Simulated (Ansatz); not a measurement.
# Y on Re(0001): change of the work function, part 4 of 4

How does one ordered layer of Y (hcp site) change the work function of Re(0001), and what dipole does each adsorbate carry?

Ansatz 0.2.0; plane-wave DFT, PBE, Ansatz PAW.

So far, work function, upper face (eV): step 2 (the clean slab) 4.98; step 3 (adsorbate added) 2.25; step 5 (the slab at 0.25 ML, atoms frozen) 2.25; step 6 (the substrate of the 0.25 ML cell alone) 5.01; step 7 (the adsorbate layer of the 0.25 ML cell alone) 3.18.

**9. The same run with other settings**

This step: plane-wave DFT, PBE, Ansatz PAW (Ansatz 0.2.0).

System of this step: Y/Re(0001). The cell holds 17 atoms: 16 Re and 1 Y. Cell: a = 5.520 Å, b = 5.520 Å, c = 27.873 Å, α = 90.0°, β = 90.0°, γ = 60.0°. Vacuum lies along c.

A run with a changed input: it repeats the earlier run at 0.25 ML with scf.occupations.width from 0.1 removed and scf.occupations.method from fermi_dirac to tetrahedron_uncorrected; its output block differs too.

input.yaml reads:

```yaml
crystal:
  lattice:
    - [5.5199999999, 0.0, 0.0]
    - [2.76, 4.7804602288, 0.0]
    - [0.0, 0.0, 27.8734172128]
  atoms:
    - { symbol: Re, position: [0.3333333333, 0.3333333333, 0.3228882893] }
    - { symbol: Re, position: [0.0, 0.0, 0.4028461927] }
    - { symbol: Re, position: [0.3333333333, 0.3333333333, 0.4862290964] }
    - { symbol: Re, position: [0.0, 0.0, 0.562078611] }
    - { symbol: Re, position: [0.3333333333, 0.8333333333, 0.3228882893] }
    - { symbol: Re, position: [0.0, 0.5, 0.4028461927] }
    - { symbol: Re, position: [0.3333333333, 0.8333333333, 0.4862290964] }
    - { symbol: Re, position: [0.0, 0.5, 0.562078611] }
    - { symbol: Re, position: [0.8333333333, 0.3333333333, 0.3228882893] }
    - { symbol: Re, position: [0.5, 0.0, 0.4028461927] }
    - { symbol: Re, position: [0.8333333333, 0.3333333333, 0.4862290964] }
    - { symbol: Re, position: [0.5, 0.0, 0.562078611] }
    - { symbol: Re, position: [0.8333333333, 0.8333333333, 0.3228882893] }
    - { symbol: Re, position: [0.5, 0.5, 0.4028461927] }
    - { symbol: Re, position: [0.8333333333, 0.8333333333, 0.4862290964] }
    - { symbol: Re, position: [0.5, 0.5, 0.562078611] }
    - { symbol: "Y", position: [0.3333333333, 0.3333333333, 0.6771117107] }
kpoints:
  mp_grid: { grid: [6, 6, 1] }
hamiltonian:
  xc: pbe
scf:
  occupations: { method: tetrahedron_uncorrected }
  convergence: { dr2_threshold: 1.0e-08 }
efield:
  axis: 3
  dipole_correction: true
  ramp_position: 0.97
  ramp_width: 0.06
relax:
  f_tol: 0.02
  max_steps: 60
  constraints: [{ sites: [0, 1, 4, 5, 8, 9, 12, 13] }]
output:
  bader: true
  dos: { projected: true, e_range: [-8, 4] }
  write_potential: true
  write_density: true
  volumetric_format: npy
```

Run with:

```sh
> ansatz run input.yaml --threads 4 --pin off --max-ram 6144MiB --backend cpu --events-out ev --progress --plain --runs-dir out
```

Numbers of over 12 decimals in the logs are rounded to 6 here.

What it wrote:

```text
Warning: relax: with tetrahedron occupations the Hellmann–Feynman forces and the energy need not agree along the walk (scf.occupations.method in the input reference, under Limitations); prefer a smearing scheme for the relaxation and re-run the relaxed geometry with tetrahedron occupations for the final energies/DOS
band count auto-derived: 152 (N_el = 251.0; filled up to band 126; 151 by the electrons, moments and atoms)
[...]
Crystal: 17 atoms, lattice volume = 735.528 Å³
Basis set: ecut = 420 eV, 14415 PW (Γ), exchange–correlation on 80×80×384 points (8 copies of the dense FFT grid, shifted against one another)
Bands: 152, of which v1, the nominal top of the filled ones, is band 126 counted from 1 (125 counted from 0)
Symmetry: 6 space group operations
[...]
k-points: 7 of 36 (time reversal used)
[...]
SCF iter   1: F=—  HF=-177727.699116 eV  |F-HF|=—  |Δ(HF+E_count)|=         —  Δρ=7.02e-3  dr2=2.52e0  ethr=1.77e-3  p=0.256 e·Å  D=6.29e-2 V/Å  ΔV_dip=-1.75 eV  dr2_dipole=6.60e-1  V_vac-E_F(+/−)=3.37/5.12 eV  ⟨swp⟩=9.6  Hψ=4869  notcnv=0  defer=69
[...]
SCF iter  26: F=-177727.633771 eV  HF=-177727.633771 eV  |F-HF|=7.45e-9  |Δ(HF+E_count)|=   1.34e-9  Δρ=3.44e-7  dr2=5.48e-9  ethr=3.98e-12  p=0.279 e·Å  D=6.86e-2 V/Å  ΔV_dip=-1.91 eV  dr2_dipole=2.26e-9  V_vac-E_F(+/−)=3.23/5.14 eV  ⟨swp⟩=15.6  Hψ=7062  notcnv=0
SCF 1 converged in 26 iterations: F = -177727.633771 eV  dr2 = 5.48e-9
[...]
relax step   1: F+E_penalty+E_count = -177727.63377144 eV  Δ(F+E_penalty+E_count) = +0.000e0 eV  max|allowed force component| = 2.244e0 eV/Å  Δτ_max = 0.0000 Å  (26 SCF iters, accepted)
[...]
SCF iter  32: F=-177728.171088 eV  HF=-177728.171088 eV  |F-HF|=7.60e-9  |Δ(HF+E_count)|=  6.40e-10  Δρ=5.65e-7  dr2=9.28e-9  ethr=2.92e-12  p=0.306 e·Å  D=7.53e-2 V/Å  ΔV_dip=-2.10 eV  dr2_dipole=1.76e-10  V_vac-E_F(+/−)=3.04/5.14 eV  ⟨swp⟩=12.9  Hψ=7494  notcnv=0
SCF 2 converged in 32 iterations: F = -177728.171088 eV  dr2 = 9.28e-9
relax step   2: F+E_penalty+E_count = -177728.17108759 eV  Δ(F+E_penalty+E_count) = -5.373e-1 eV  max|allowed force component| = 2.477e0 eV/Å  Δτ_max = 0.1949 Å  (32 SCF iters, accepted)
SCF iter   1: F=—  HF=-177728.763757 eV  |F-HF|=—  |Δ(HF+E_count)|=         —  Δρ=4.92e-3  dr2=1.04e0  ethr=2.97e-3  p=0.306 e·Å  D=7.53e-2 V/Å  ΔV_dip=-2.10 eV  dr2_dipole=4.36e-2  V_vac-E_F(+/−)=3.03/5.13 eV  ⟨swp⟩=3.9  Hψ=1964  notcnv=0  defer=56
[...]
SCF iter  37: F=-177728.685073 eV  HF=-177728.685073 eV  |F-HF|=8.47e-9  |Δ(HF+E_count)|=  3.20e-10  Δρ=3.21e-7  dr2=7.68e-9  ethr=3.98e-12  p=0.349 e·Å  D=8.59e-2 V/Å  ΔV_dip=-2.39 eV  dr2_dipole=1.34e-9  V_vac-E_F(+/−)=2.73/5.12 eV  ⟨swp⟩=14.6  Hψ=6969  notcnv=0
SCF 3 converged in 37 iterations: F = -177728.685073 eV  dr2 = 7.68e-9
[...]
relax step   3: F+E_penalty+E_count = -177728.68507338 eV  Δ(F+E_penalty+E_count) = -5.140e-1 eV  max|allowed force component| = 2.463e0 eV/Å  Δτ_max = 0.1952 Å  (37 SCF iters, accepted)
[...]
relax step   4: F+E_penalty+E_count = -177729.13024422 eV  Δ(F+E_penalty+E_count) = -4.452e-1 eV  max|allowed force component| = 1.855e0 eV/Å  Δτ_max = 0.1910 Å  (25 SCF iters, accepted)
[...]
relax step   5: F+E_penalty+E_count = -177729.36150402 eV  Δ(F+E_penalty+E_count) = -2.313e-1 eV  max|allowed force component| = 1.142e0 eV/Å  Δτ_max = 0.1939 Å  (30 SCF iters, accepted)
[...]
relax step   6: F+E_penalty+E_count = -177729.44426878 eV  Δ(F+E_penalty+E_count) = -8.276e-2 eV  max|allowed force component| = 2.649e-1 eV/Å  Δτ_max = 0.1067 Å  (21 SCF iters, accepted)
[...]
relax step   7: F+E_penalty+E_count = -177729.44956056 eV  Δ(F+E_penalty+E_count) = -5.292e-3 eV  max|allowed force component| = 7.432e-2 eV/Å  Δτ_max = 0.0325 Å  (21 SCF iters, accepted)
[...]
relax step   8: F+E_penalty+E_count = -177729.45033742 eV  Δ(F+E_penalty+E_count) = -7.769e-4 eV  max|allowed force component| = 5.154e-2 eV/Å  Δτ_max = 0.0166 Å  (20 SCF iters, accepted)
[...]
relax step   9: F+E_penalty+E_count = -177729.44869629 eV  Δ(F+E_penalty+E_count) = +1.641e-3 eV  max|allowed force component| = 1.414e-1 eV/Å  Δτ_max = 0.0150 Å  (21 SCF iters, rejected (line search))
SCF iter   1: F=—  HF=-177729.449695 eV  |F-HF|=—  |Δ(HF+E_count)|=         —  Δρ=5.26e-4  dr2=4.79e-3  ethr=1.64e-5  p=0.409 e·Å  D=1.01e-1 V/Å  ΔV_dip=-2.80 eV  dr2_dipole=9.48e-4  V_vac-E_F(+/−)=2.31/5.11 eV  ⟨swp⟩=3.3  Hψ=1770  notcnv=0  defer=134
[...]
SCF iter  21: F=-177729.450698 eV  HF=-177729.450698 eV  |F-HF|=1.08e-9  |Δ(HF+E_count)|=   1.92e-9  Δρ=3.43e-7  dr2=9.96e-10  ethr=3.98e-12  p=0.408 e·Å  D=1.00e-1 V/Å  ΔV_dip=-2.80 eV  dr2_dipole=3.56e-11  V_vac-E_F(+/−)=2.31/5.11 eV  ⟨swp⟩=7.0  Hψ=6236  notcnv=0
SCF 10 converged in 21 iterations: F = -177729.450698 eV  dr2 = 9.96e-10
relax step  10: F+E_penalty+E_count = -177729.45069837 eV  Δ(F+E_penalty+E_count) = -3.610e-4 eV  max|allowed force component| = 5.162e-3 eV/Å  Δτ_max = 0.0075 Å  (21 SCF iters, accepted)
[...]
SCF converged after 21 iterations
Stability not checked: this state was not tested for a lower state beside it, because the mixer in use, unlike msr1, does not test its closes by its own steps (another_mixer; see scf.mixing.algorithm and scf.lower_state_search)
Free energy (F): -177729.450698 eV
[...]
Internal energy: -177729.447228 eV  (E = F + TS)
E sigma→0 (E₀):  -177729.450698 eV
Entropy (-TS):   -0.003471 eV (-0.204 meV/atom)
Fermi energy:    5.867100 eV
Dipole field:    D = 0.100459 V/Å  (p = 0.408345 e·Å, saw-weighted, corrected)
Work function:   Φ+ = 2.3139 eV   Φ− = 5.1140 eV
[...]
--- Forces (eV/Å), atoms counted from 1 ---
  atom   1  Re    -0.00000000     0.00000000     1.07764700
  atom   2  Re    -0.00000000    -0.00000000    -1.25169978
  atom   3  Re    -0.00000000     0.00000000     0.00516181
  atom   4  Re    -0.00000000     0.00000000     0.00332158
  atom   5  Re    -0.03178822     0.01835294     1.25853072
  atom   6  Re    -0.00371693     0.00214597    -1.20186138
  atom   7  Re    -0.00221474     0.00127868    -0.00143449
  atom   8  Re    -0.00041895     0.00024188    -0.00017920
  atom   9  Re    -0.00000000    -0.03670588     1.25853072
  atom  10  Re    -0.00000000    -0.00429194    -1.20186138
  atom  11  Re    -0.00000000    -0.00255736    -0.00143449
  atom  12  Re    -0.00000000    -0.00048376    -0.00017920
  atom  13  Re     0.03178822     0.01835294     1.25853072
  atom  14  Re     0.00371693     0.00214597    -1.20186138
  atom  15  Re     0.00221474     0.00127868    -0.00143449
  atom  16  Re     0.00041895     0.00024188    -0.00017920
  atom  17  Y      0.00000000     0.00000000     0.00041109
  max |Σ_I F_I| component: 8.63e-6 eV/Å
--- Band table (eV; the first three rows and the last of 7) ---
  k-point 0: bands = [... 122 lower, 6.0720, 6.1730, 6.5839, 6.5839, 6.7213, 6.9172, 6.9172, 7.4446, ... 22 higher]
  k-point 1: bands = [... 122 lower, 5.8114, 5.8683, 6.3620, 6.4397, 6.5225, 6.6885, 6.7194, 6.7545, ... 22 higher]
  k-point 2: bands = [... 122 lower, 5.3901, 5.4321, 5.4584, 5.6262, 5.7614, 6.0901, 6.2934, 6.2951, ... 22 higher]
  k-point 6: bands = [... 122 lower, 5.5675, 5.6862, 5.6932, 5.7018, 5.7127, 6.1242, 6.2352, 6.2518, ... 22 higher]
--- Relaxed structure (10 steps of the walk, 9 accepted, 0 SCFs on fresh bases) ---
  F+E_penalty+E_count = -177729.45069837 eV   max|allowed force component| = 5.162e-3 eV/Å
  atoms:
    - { symbol: Re, position: [0.333333, 0.333333, 0.3228882893] }
    - { symbol: Re, position: [1.632680918509386e-17, 1.632680918509386e-17, 0.402846] }
    - { symbol: Re, position: [0.333333, 0.333333, 0.486307] }
    - { symbol: Re, position: [1.5943302178208787e-17, 1.7093823198864007e-17, 0.565633] }
    - { symbol: Re, position: [0.333333, 0.833333, 0.3228882893] }
    - { symbol: Re, position: [5.551115123125783e-17, 0.5, 0.402846] }
    - { symbol: Re, position: [0.330145, 0.834928, 0.485885] }
    - { symbol: Re, position: [-0.00775386, 0.503877, 0.561969] }
    - { symbol: Re, position: [0.833333, 0.333333, 0.3228882893] }
    - { symbol: Re, position: [0.5, 1.6326809184689963e-17, 0.402846] }
    - { symbol: Re, position: [0.834928, 0.330145, 0.485885] }
    - { symbol: Re, position: [0.503877, -0.00775386, 0.561969] }
    - { symbol: Re, position: [0.833333, 0.833333, 0.3228882893] }
    - { symbol: Re, position: [0.500000, 0.5, 0.402846] }
    - { symbol: Re, position: [0.834928, 0.834928, 0.485885] }
    - { symbol: Re, position: [0.503877, 0.503877, 0.561969] }
    - { symbol: Y, position: [0.333333, 0.333333, 0.644093] }
--- Bader charges: 17 sites ---
  site symbol  charge [e]  shift [e]
     0     Re     -0.0689     0.0001
     1     Re      0.0502     0.0001
     2     Re      0.0442     0.0002
     3     Re     -0.1966     0.0001
     4     Re     -0.0663     0.0001
     5     Re      0.0559     0.0001
     6     Re      0.0744     0.0001
     7     Re     -0.3637     0.0002
     8     Re     -0.0663     0.0001
     9     Re      0.0559     0.0001
    10     Re      0.0743     0.0001
    11     Re     -0.3637     0.0002
    12     Re     -0.0663     0.0001
    13     Re      0.0559     0.0001
    14     Re      0.0743     0.0001
    15     Re     -0.3636     0.0002
    16      Y      1.0702     0.0000
  estimated error of the sums over rays = 6.9e-4 e
```

Elapsed: 14 min, on 4 threads of Arm Neoverse N1, shared host; peak memory 2.3 GiB; 54 min of CPU time.

Relaxation path:

```
step  energy less that of the first step (eV)  largest force component (eV/Å)
   1                                   0.0000                          2.2443
   2                                  -0.5373                          2.4774
   3                                  -1.0513                          2.4634
   4                                  -1.4965                          1.8550
   5                                  -1.7277                          1.1417
   6                                  -1.8105                          0.2649
   7                                  -1.8158                          0.0743
   8                                  -1.8166                          0.0515
   9                                  -1.8149                          0.1414
  10                                  -1.8169                          0.0052
```

Relaxation step 9 was tried and not accepted.

The run keeps the 6 symmetry operations that it works with, so distortions that break them were not tested.

The atoms that moved most (Å):

```
atom      dx      dy      dz  length
 Y17   0.000   0.000  -0.920   0.920
 Re4   0.000   0.000   0.099   0.099
Re16   0.032   0.019  -0.003   0.037
 Re8  -0.032   0.019  -0.003   0.037
Re12   0.000  -0.037  -0.003   0.037
Re15   0.013   0.008  -0.010   0.018
Re11   0.000  -0.015  -0.010   0.018
 Re7  -0.013   0.008  -0.010   0.018
```

Final coordinates:

```cif
data_structure
_symmetry_space_group_name_H-M 'P 1'
_symmetry_Int_Tables_number 1
_cell_length_a 5.5200
_cell_length_b 5.5200
_cell_length_c 27.8734
_cell_angle_alpha 90.000
_cell_angle_beta 90.000
_cell_angle_gamma 60.000
_cell_volume 735.53
loop_
_atom_site_label
_atom_site_type_symbol
_atom_site_fract_x
_atom_site_fract_y
_atom_site_fract_z
_atom_site_occupancy
Re1 Re 0.33333 0.33333 0.32289 1
Re2 Re 0.00000 0.00000 0.40285 1
Re3 Re 0.33333 0.33333 0.48631 1
Re4 Re 0.00000 0.00000 0.56563 1
Re5 Re 0.33333 0.83333 0.32289 1
Re6 Re 0.00000 0.50000 0.40285 1
Re7 Re 0.33014 0.83493 0.48589 1
Re8 Re 0.99225 0.50388 0.56197 1
Re9 Re 0.83333 0.33333 0.32289 1
Re10 Re 0.50000 0.00000 0.40285 1
Re11 Re 0.83493 0.33014 0.48589 1
Re12 Re 0.50388 0.99225 0.56197 1
Re13 Re 0.83333 0.83333 0.32289 1
Re14 Re 0.50000 0.50000 0.40285 1
Re15 Re 0.83493 0.83493 0.48589 1
Re16 Re 0.50388 0.50388 0.56197 1
Y17 Y 0.33333 0.33333 0.64409 1
```

This step gave:

```yaml
work_function_upper_face: 2.314 eV
work_function_lower_face: 5.114 eV
dipole_along_the_normal: 0.4083 e·Å
step_between_the_vacuum_levels: -2.800 eV
```

The density of states has structure finer than the step of the table below, so its rows give means over 0.5 eV, whole bins alone (the curve runs from -8 to 1.98 eV). Peaks (eV: height): -2.41: 35.5, -2.29: 37.6, -0.36: 51.5, 0.27: 46.5, 0.36: 44.6, 0.81: 35.5, 1.77: 43.6.

Density of states against energy, zero at the Fermi level; means over each step:

```
energy (eV)  density of states (states/eV a cell)
       -7.5                                  2.09
       -7.0                                  2.07
       -6.5                                  4.79
       -6.0                                  10.1
       -5.5                                  12.8
       -5.0                                  17.3
       -4.5                                  12.9
       -4.0                                  16.8
       -3.5                                  16.0
       -3.0                                  12.7
       -2.5                                  21.8
       -2.0                                  20.0
       -1.5                                  26.4
       -1.0                                  23.9
       -0.5                                  23.5
        0.0                                  11.4
        0.5                                  17.6
        1.0                                  15.5
        1.5                                  15.9
```

Projected DOS per atom over height of the atomic layer and energy from the Fermi level. Layers: Re4 Re4 Re4 Re4 Y from below.

Ten even steps from '0' (0.01 states/eV) to '9' (2.28 states/eV), each cell a mean:
```
54249
42237
42238
32339
33226
65554
64563
95683
53363
65463
22232
44441
34340
34440
23320
45540
24430
13320
11110
00000
00000
00000
```
Columns: height of the atomic layer (Å) from 9 to 18.0; rows upwards: energy from the Fermi level (eV) from -7.96 to 1.95.

```
                      quantity  this run  earlier run  difference
work function, upper face (eV)     2.314        2.249       0.065
work function, lower face (eV)     5.114        5.074       0.040
 dipole along the normal (e·Å)    0.4083       0.4121     -0.0037
```

What moves beyond 0.01 in its unit (for the dipole 0.5 % and 5e-5 e·Å): work function, upper face (+0.0653 eV), work function, lower face (+0.0398 eV) and dipole along the normal (-0.00372 e·Å).

**10. Summary of results**

```yaml
work_function_of_the_clean_face: 4.98 eV
work_function_at_0p25_ml: 2.25 eV
dipole_per_adsorbate_at_0p25_ml_positive_end_outwards: 1.87 D
step_of_the_potential_from_the_moved_charge_at_0p25_ml_upper_less_lower_side_atoms_held: -2.72 eV
```

Y lowers the work function of Re(0001) at the lowest coverage, by 2.73 eV: the adsorbate layer has its positive end outwards. One coverage alone was completed, so no trend follows. The slab has 4 layers, at the tabulated experimental lattice constant, one starting site was run, and quantum-size effects of a slab this thin can reach one or two tenths of an eV. The main runs have no spin polarisation; a magnetic state could lie lower and would change these results.

[Logs are printed without paths, hosts, clocks, repeated set-up lines and the standing remarks that a program may print on its own settings, such as how far it seeks lower states.]

[Hosts, paths, dates, database ids (printed as entryN), source tags and the programs' standing remarks are cut or masked in the printed files.]

[Maps of the electrostatic potential energy from Ansatz leave out the sawtooth potential of an applied field or a dipole correction, so their vacuum need not be flat; planar profiles and work functions include it.]

[The density of states shown here was stored with 400 of the rows of the run's finer table, so its peaks can read low, often by over a quarter, or be missed, and its means over a window can be off by a tenth or more.]
